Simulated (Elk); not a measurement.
## Spin spirals in TlCrTe2 by the generalised Bloch theorem

Spirals of any wavevector fit in the chemical cell when spin–orbit coupling is left out. What does E(q) of TlCrTe2 say of its order and magnons?

Main program and level: Elk 11.2.3 (patched build); LDA (Perdew-Wang) with U = 4.38 eV on Cr d; all-electron APW+lo, Dirac cores, scalar-relativistic bands.

Report form: the programs' logs are mostly left out.

### 1. Starting point

It takes space group P-3m1 (No. 164, trigonal). Conventional cell: a = 4.110 Å, b = 4.110 Å, c = 7.949 Å, α = 90.00°, β = 90.00°, γ = 120.00°. Nearest to Cr lie 6 Te at 2.78 Å. Nearest to Tl lie 6 Te at 3.46 Å. Nearest to Te lie 3 Cr at 2.78 Å and 3 Tl at 3.46 Å. Farther neighbours and most contacts between anions are not listed.

The cell comes from a database of computed structures and need not be the stable phase.

### 2. Run at q = 0

The energies of all spirals count from this run, made with the same spinor basis and mesh so that errors cancel. A Hubbard U of customary size acts on the open shell; it was not fitted to this crystal.

The moments start as ferro +, in the xy plane (a flat spiral, cone angle 90°).

The last three numbers of an atom's line are a seed field in its sphere. It points against the wanted moment and shrinks by the factor reducebf each loop.

File elk.in:

```
tasks
  0

xctype
  3

rgkmax
  7.0

nempty
  12

swidth
  0.005

reducebf
  0.6

epsengy
  1e-06

maxscl
  100

lmaxi
  3

spinsprl
  .true.

spinpol
  .true.

vqlss
  0.000000 0.000000 0.000000

sppath
  './'

avec
  7.76645877359 0.00000000000 0.00000000000
  -3.88322938679 6.72595059531 0.00000000000
  0.00000000000 0.00000000000 15.02121258479

atoms
  3
  'Cr.in'
  1
  0.0000000000 0.0000000000 0.5000000000   -0.300000 0.000000 0.000000
  'Tl.in'
  1
  0.0000000000 0.0000000000 0.0000000000   0.000000 0.000000 0.000000
  'Te.in'
  2
  0.6666666700 0.3333333300 0.6833026200   0.000000 0.000000 0.000000
  0.3333333300 0.6666666700 0.3166973800   0.000000 0.000000 0.000000

ngridk
  8 8 8

dft+u
  1 1
  1 2 0.160962 0.000000
```

Started as:

```sh
OMP_NUM_THREADS=4 elk
```

Wall time 22 min (4 threads of Arm Neoverse N1, shared host); peak memory 0.53 GiB; 83 min of CPU time.

Spin moment in the muffin-tin sphere by atom:

| atom | x (μB) | y (μB) | z (μB) | size |
| --- | --- | --- | --- | --- |
| Cr1 | 3.52 | 0.00 | 0.00 | 3.52 |
| Tl2 | -0.03 | 0.00 | 0.00 | 0.03 |
| Te3 | -0.22 | 0.00 | 0.00 | 0.22 |
| Te4 | -0.22 | 0.00 | 0.00 | 0.22 |

Numbers from this step:

```yaml
density_of_states_at_the_fermi_level: 1.100 states/eV/cell
moment_between_the_spheres: 0.09882, 0, 0 μB
magnetization: 3.154, 5.73e-4, 0 μB
final_state: ferromagnetic
```

After 32 cycles the largest moment stands at 3.52 μB.

### 3. One pass at q = (0.25, 0, 0)

One diagonalisation in the potential of q = 0; by the force theorem the spiral's energy is the band energy with the smearing's entropy term, less that of a like pass at q = 0. The total energy that such a pass prints is not self-consistent and is not used.

elk.in, as its differences from that of step 2:

```diff
@@ -1,3 +1,3 @@
 tasks
-  0
+  1
 
@@ -22,3 +22,3 @@
 maxscl
-  100
+  1
 
@@ -34,3 +34,3 @@
 vqlss
-  0.000000 0.000000 0.000000
+  0.250000 0.000000 0.000000
 
@@ -48,3 +48,3 @@
   1
-  0.0000000000 0.0000000000 0.5000000000   -0.300000 0.000000 0.000000
+  0.0000000000 0.0000000000 0.5000000000   -0.000300 0.000000 0.000000
   'Tl.in'
```

Started as:

```sh
OMP_NUM_THREADS=4 elk
```

It took 3 min on 4 threads; peak memory 0.72 GiB; 11 min of CPU time.

Numbers from this step:

```
magnetization  : 3.360, 0, 0 μB
final state    : spiral
largest moment : 3.511 μB
```

Moments of a spiral are printed for the first cell, in the frame that turns with it; over the crystal the turning parts cancel.

By that sum this spiral lies +42.9 meV a seeded atom from q = 0.

### 4. One pass at q = (0.5, 0, 0)

elk.in, as its differences from that of step 3:

```diff
@@ -34,3 +34,3 @@
 vqlss
-  0.250000 0.000000 0.000000
+  0.500000 0.000000 0.000000
```

Started as:

```sh
OMP_NUM_THREADS=4 elk
```

Wall time 2.9 min (4 threads); peak memory 0.72 GiB; 11 min of CPU time.

Numbers from this step:

* magnetization: 3.585, 0, 0 μB
* final state: spiral
* largest moment: 3.492 μB

By that sum this spiral lies +117.2 meV a seeded atom from q = 0.

### 5. An attempt with other settings

An input with a fault is tried, to see how the program answers.

elk.in, as its differences from that of step 2:

```diff
@@ -10,3 +10,3 @@
 nempty
-  12
+  0
 
@@ -34,3 +34,3 @@
 vqlss
-  0.000000 0.000000 0.000000
+  0.250000 0.250000 0.000000
```

Started as:

```sh
OMP_NUM_THREADS=4 elk
```

Run time: 0.02 s. Hardware: 4 threads; peak memory 0.05 GiB.

The input was rejected at the start.

The fault put into the input: no empty states.

Spin-polarised states are built from the spinless ones, so without empty states the majority spin has nowhere to go; ten or more an atom are usual.

### 6. All wavevectors

Wavevectors, in fractions of the reciprocal vectors: (0, 0, 0); (0.25, 0, 0); (0.5, 0, 0); (0.25, 0.25, 0); (0, 0, 0); (0, 0, 0.25); (0, 0, 0.5). The path runs through Γ, M, near K, Γ, A.

Energy less that at q = 0, frozen potential against path:

| path (Å⁻¹) | energy less that at q = 0, frozen potential (meV a seeded atom) |
| --- | --- |
| 0.000 | 0 |
| 0.441 | 42.9 |
| 0.883 | 117 |
| 1.324 | 107 |
| 2.088 | 0 |
| 2.286 | -2.28 |
| 2.484 | 4.53 |

### 7. Summary of results

| Quantity | Value |
| --- | --- |
| lowest point | (0, 0, 0.25), -2.28 meV a seeded atom (frozen potential) |
| highest point | (0.5, 0, 0), 117 meV a seeded atom |

In words: A spiral at (0, 0, 0.25) lies 2.3 meV under the state at q = 0; the true minimum can lie between the points or off the path. The force theorem is exact for small turns only; a flat spiral at large q turns neighbours far. The mesh is the same for all points and was not tested: differences of a few meV, and of some ten in a metal, can be noise.

[Logs and program files are shortened in this print: banners, set-up blocks, solver, clock and traceback lines can be left out without a mark of their own.]

[Logs are printed without paths, hosts, clocks, repeated set-up lines and the standing remarks that a program may print on its own settings, such as how far it seeks lower states.]

[Hosts, paths, dates, database ids (printed as entryN), source tags and the programs' standing remarks are cut or masked in the printed files.]

[Where a cell is said to come from a database of computed structures, the database is the Materials Project.]
